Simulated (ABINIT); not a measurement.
# Quasiparticle gap of SiO2 (Stishovite) in ABINIT, part 3 of 3

Wanted: ground state, empty states, screening and self-energy for SiO2 (Stishovite).

ABINIT 10.8.3; PBE and many-body steps on it, plane waves. Known limits of the many-body steps: not at the basis limit; coarse k mesh.

So far. Step 4 (Empty states on the mesh, 4×4×4 mesh, 145 bands): On this mesh the gap is 5.686 eV. Step 5 (Screening, 4×4×4 mesh, 137 bands, screening to 195.9 eV): Local fields lower ε∞ by 7 %. On a Γ-centred mesh this coarse the value itself is usually too large, while a short band sum pulls it down.

### 6. Self-energy, 4×4×4 mesh, 137 bands, screening to 195.9 eV

The self-energy is evaluated for the states that the input lists, and the levels follow from it, in one-shot runs by the linearised quasiparticle equation.

This step: G0W0 on PBE, plane waves, norm-conserving pseudopotentials.

run.abi reads:

```
acell 3*1.0 Angstrom
rprim 
  4.177300000000 0.000000000000 0.000000000000
  0.000000000000 4.177300000000 0.000000000000
  0.000000000000 0.000000000000 2.665200000000
ntypat 2
znucl 14 8
natom 6
typat 1 1 2 2 2 2
xred 
  0.000000000000 0.000000000000 0.000000000000
  0.500000000000 0.500000000000 0.500000000000
  0.305900000000 0.305900000000 0.000000000000
  0.194100000000 0.805900000000 0.500000000000
  0.694100000000 0.694100000000 0.000000000000
  0.805900000000 0.194100000000 0.500000000000
pp_dirpath "pseudos"
pseudos "Si.upf, O.upf"
ecut 36
ngkpt 4 4 4
nshiftk 1
shiftk 0 0 0
kptopt 1
chksymbreak 0
istwfk *1
occopt 1
irdwfk 1
optdriver 4
nband 137
gwcalctyp 0
ecutsigx 36
symsigma 1
nkptgw 6
kptgw 
  0.0000000000 0.0000000000 0.0000000000
  0.5000000000 0.0000000000 0.0000000000
  0.5000000000 0.5000000000 0.0000000000
  0.0000000000 0.0000000000 0.5000000000
  0.5000000000 0.0000000000 0.5000000000
  0.5000000000 0.5000000000 0.5000000000
bdgw 
  14 18
  15 18
  15 18
  15 18
  15 18
  15 18
ecuteps 7.2
irdscr 1
ppmodel 1
indata_prefix "in"
outdata_prefix "out"
tmpdata_prefix "tmp"
```

Launch:

```sh
OMP_NUM_THREADS=1 mpirun -n 8 abinit run.abi > log
```

Numbers of over 12 decimals in the logs are rounded to 6 here.

Output:

```text
.Version 10.8.3 of ABINIT. v10.8.2 released Aug 2026.

 Symmetries : space group P4_2/m n m (#136); Bravais tP (primitive tetrag.)
[... echo of the input left out ...]
== DATASET  1 ==================================================================
-   mpi_nproc: 8, omp_nthreads: 1 (-1 if OMP is not activated)

--- !DatasetInfo
iteration_state: {dtset: 1, }
dimensions: {natom: 6, nkpt: 18, mband: 137, nsppol: 1, nspinor: 1, nspden: 1, mpw: 3273, }
cutoff_energies: {ecut:  36.0, pawecutdg:  -1.0, }
electrons: {nelect:   3.20000000E+01, charge:   0.00000000E+00, occopt:   1.00000000E+00, tsmear:   1.00000000E-02, }

 SIGMA: Calculation of the GW corrections

 Based on a program developped by R.W. Godby, V. Olevano, G. Onida, and L. Reining.
 Incorporated in ABINIT by V. Olevano, G.-M. Rignanese, and M. Torrent.
.Using double precision arithmetic ; gwpc =  8

[... cell and pseudopotentials left out ...]
--------------------------------------------------------------------------------

 ==== K-mesh for the wavefunctions ====
 Number of points in the irreducible wedge :    18
[... list of points left out ...]
 Together with 16 symmetry operations and time-reversal symmetry
 yields    64 points in the full Brillouin Zone.

 ==== Q-mesh for screening function ====
 Number of points in the irreducible wedge :    18
[... list of points left out ...]
 Together with 16 symmetry operations and time-reversal symmetry
 yields    64 points in the full Brillouin Zone.

 vcoul_init : cutoff-mode = AUXILIARY_FUNCTION
 q-points for optical limit:   1
     1)      0.000010    0.000020    0.000030
 setmesh: FFT mesh size selected  =    48x   48x   30
          total number of points  =        69120

 Number of electrons calculated from density =   32.0000; Expected =   32.0000
 average of density, n =  0.101961
 r_s =    1.3279
 omega_plasma =   30.8015 [eV]

 === KS Band Gaps ===
  >>>> For spin  1
   Minimum direct gap =   5.6861 [eV], located at k-point      :   0.0000  0.0000  0.0000
   Fundamental gap    =   5.6861 [eV], Top of valence bands at :   0.0000  0.0000  0.0000
                                       Bottom of conduction at :   0.0000  0.0000  0.0000
 SIGMA fundamental parameters:
 PLASMON POLE MODEL  1
 number of plane-waves for SigmaX                 3273
 number of plane-waves for SigmaC and W            283
 number of plane-waves for wavefunctions          3273
 number of bands                                   137
 number of independent spin polarizations            1
 number of spinorial components                      1
 number of k-points in IBZ                          18
 number of q-points in IBZ                          18
 number of symmetry operations                      16
 number of k-points in BZ                           64
 number of q-points in BZ                           64
 number of frequencies for dSigma/dE                 9
 frequency step for dSigma/dE [eV]                0.25
 number of omega for Sigma on real axis              0
 max omega for Sigma on real axis  [eV]           0.00
 zcut for avoiding poles [eV]                     0.10

 EPSILON^-1 parameters (SCR file):
 dimension of the eps^-1 matrix on file            283
 dimension of the eps^-1 matrix used               283
 number of plane-waves for wavefunctions          3273
 number of bands                                   137
 number of q-points in IBZ                          18
 number of frequencies                               2
 number of real frequencies                          1
 number of imag frequencies                          1

 matrix elements of self-energy operator (all in [eV])

 Perturbative Calculation

--- !SelfEnergy_ee
iteration_state: {dtset: 1, }
kpoint     : [   0.000,    0.000,    0.000, ]
spin       : 1
KS_gap     :    5.686
QP_gap     :    8.020
Delta_QP_KS:    2.334
data: !SigmaeeData |
     Band     E0 <VxcDFT>   SigX SigC(E0)      Z dSigC/dE  Sig(E)    E-E0       E
       14   5.947 -21.145 -26.683   4.316   0.823  -0.215 -22.150  -1.006   4.941
       15   5.947 -21.145 -26.683   4.316   0.823  -0.215 -22.150  -1.006   4.941
       16   6.831 -21.357 -27.128   4.572   0.820  -0.219 -22.341  -0.983   5.847
       17  12.517 -15.871 -10.249  -4.027   0.847  -0.181 -14.520   1.351  13.868
       18  13.594 -11.823  -6.067  -4.264   0.866  -0.155 -10.530   1.293  14.886

--- !SelfEnergy_ee
iteration_state: {dtset: 1, }
kpoint     : [   0.500,    0.000,    0.000, ]
spin       : 1
KS_gap     :    8.860
QP_gap     :   11.596
Delta_QP_KS:    2.736
data: !SigmaeeData |
     Band     E0 <VxcDFT>   SigX SigC(E0)      Z dSigC/dE  Sig(E)    E-E0       E
       15   5.765 -20.608 -26.431   4.467   0.821  -0.218 -21.721  -1.114   4.652
       16   5.765 -20.608 -26.431   4.467   0.821  -0.218 -21.721  -1.114   4.652
       17  14.626 -15.469  -9.303  -4.250   0.847  -0.181 -13.847   1.622  16.248
       18  14.626 -15.470  -9.303  -4.250   0.847  -0.181 -13.847   1.622  16.248

--- !SelfEnergy_ee
iteration_state: {dtset: 1, }
kpoint     : [   0.500,    0.500,    0.000, ]
spin       : 1
KS_gap     :    9.757
QP_gap     :   12.683
Delta_QP_KS:    2.926
data: !SigmaeeData |
     Band     E0 <VxcDFT>   SigX SigC(E0)      Z dSigC/dE  Sig(E)    E-E0       E
       15   4.559 -19.376 -25.733   4.686   0.818  -0.222 -20.743  -1.367   3.193
[...]
--- !SelfEnergy_ee
iteration_state: {dtset: 1, }
kpoint     : [   0.000,    0.000,    0.500, ]
spin       : 1
KS_gap     :   11.813
QP_gap     :   15.114
Delta_QP_KS:    3.301
data: !SigmaeeData |
     Band     E0 <VxcDFT>   SigX SigC(E0)      Z dSigC/dE  Sig(E)    E-E0       E
[...]
--- !SelfEnergy_ee
iteration_state: {dtset: 1, }
kpoint     : [   0.500,    0.000,    0.500, ]
spin       : 1
KS_gap     :   10.576
QP_gap     :   13.641
Delta_QP_KS:    3.065
data: !SigmaeeData |
     Band     E0 <VxcDFT>   SigX SigC(E0)      Z dSigC/dE  Sig(E)    E-E0       E
[...]
18  15.658 -15.061  -8.663  -4.286   0.850  -0.177 -13.265   1.795  17.453

--- !SelfEnergy_ee
iteration_state: {dtset: 1, }
kpoint     : [   0.500,    0.500,    0.500, ]
spin       : 1
KS_gap     :    8.790
QP_gap     :   11.591
Delta_QP_KS:    2.802
data: !SigmaeeData |
     Band     E0 <VxcDFT>   SigX SigC(E0)      Z dSigC/dE  Sig(E)    E-E0       E
       15   5.284 -20.236 -26.446   4.707   0.818  -0.222 -21.466  -1.230   4.054
       16   5.284 -20.236 -26.446   4.707   0.818  -0.222 -21.466  -1.230   4.054
       17  14.073 -14.802  -8.791  -4.167   0.852  -0.173 -13.230   1.572  15.645
       18  14.073 -14.802  -8.791  -4.167   0.852  -0.173 -13.230   1.572  15.645

== END DATASET(S) ==============================================================
================================================================================

 -outvars: echo values of variables after computation  --------
           etotal      0.0000000000E+00
            nband         137
             nkpt          18
          spgroup         136
 [... the other variables as echoed above ...]

 Calculation completed.
```

The job ended after 31 s (8 MPI ranks of Arm Neoverse V2, shared host; peak memory 2.3 GiB).

This step gave:

```yaml
g0w0_gap_on_the_mesh: 8.021 eV
starting_gap_on_the_mesh: 5.686 eV
k_of_the_valence_top: 0, 0, 0
k_of_the_conduction_bottom: 0, 0, 0
z_at_the_valence_top: 0.82
z_at_the_conduction_bottom: 0.847
least_direct_g0w0_gap_on_the_computed_points: 8.021 eV
```

The gap on the mesh goes from 5.69 eV to 8.02 eV, a correction of +2.33 eV.

Limits: finite bands, cutoff and mesh; coarse k mesh. v1 is the top filled band, c1 the lowest empty one. The levels before and after the correction (eV, zero at the valence-band top of each column):

|  | conduction bottom | valence top |
| --- | --- | --- |
| Kohn-Sham | 5.69 | 0.00 |
| G0W0 | 8.02 | 0.00 |

|  | level | energy (eV) |
| --- | --- | --- |
| Kohn-Sham | Γ v3-v2 | -0.884 |
| Kohn-Sham | Γ v1 | 0.000 |
| Kohn-Sham | Γ c1 | 5.686 |
| Kohn-Sham | Γ c2 | 6.763 |
| G0W0 | Γ v3-v2 | -0.906 |
| G0W0 | Γ v1 | 0.000 |
| G0W0 | Γ c1 | 8.021 |
| G0W0 | Γ c2 | 9.039 |

### 7. Where the time went

Times are wall times on 8 MPI ranks of Arm Neoverse V2, shared host, good to a factor of about two.

| step | time | share | memory (GiB) |
| --- | --- | --- | --- |
| ground state | 19 s | 10 % | 0.67 |
| bands along the symmetry lines | 14 s | 7 % | 0.66 |
| empty states on the mesh | 67 s | 35 % | 5.0 |
| screening | 61 s | 32 % | 2.4 |
| self-energy | 31 s | 16 % | 2.3 |

### 8. Summary of results

- PBE gap: 5.69 eV, direct
- G0W0 gap on the mesh: 8.02 eV
- GW settings: 4×4×4 mesh, 137 bands, screening to 195.9 eV, Godby-Needs plasmon pole
- known limits: not at the basis limit; coarse k mesh

What this shows: G0W0 moves the gap on the mesh from 5.69 eV to 8.02 eV (+2.33 eV), with Z of 0.82 and 0.85 at the edges. Local fields lower the RPA ε∞ on this mesh from 3.64 to 3.37; a Γ-centred mesh this coarse tends to raise both, most where the direct gap is narrow, while a short band sum lowers them. Bands and cutoff are finite, so the gap is not at the basis limit. The miss can reach some tenths of an eV and take either sign; the mesh is an error of its own. The 4×4×4 mesh is coarse for this cell, which bears on the long-range parts of exchange and screening.

[Paths, hosts, dates, memory and timing lines, banners, echoed tables and standing remarks are left out of the program output.]

[Logs are printed without paths, hosts, clocks, repeated set-up lines and the standing remarks that a program may print on its own settings, such as how far it seeks lower states.]

[Runs of the session that timed out or met a known fault of the program may be left out.]

[Hosts, paths, dates, database ids (printed as entryN), source tags and the programs' standing remarks are cut or masked in the printed files.]

[G0W0 gaps are taken among the corrected bands and points alone; a level outside them can change the order at an edge.]

[Where Ansatz stands beside ABINIT at settings called matched, ABINIT's density can come from a denser mesh and the files from another edition; pairs whose starting gaps differed by over 0.03 eV were left out, so agreement reads better than it is.]
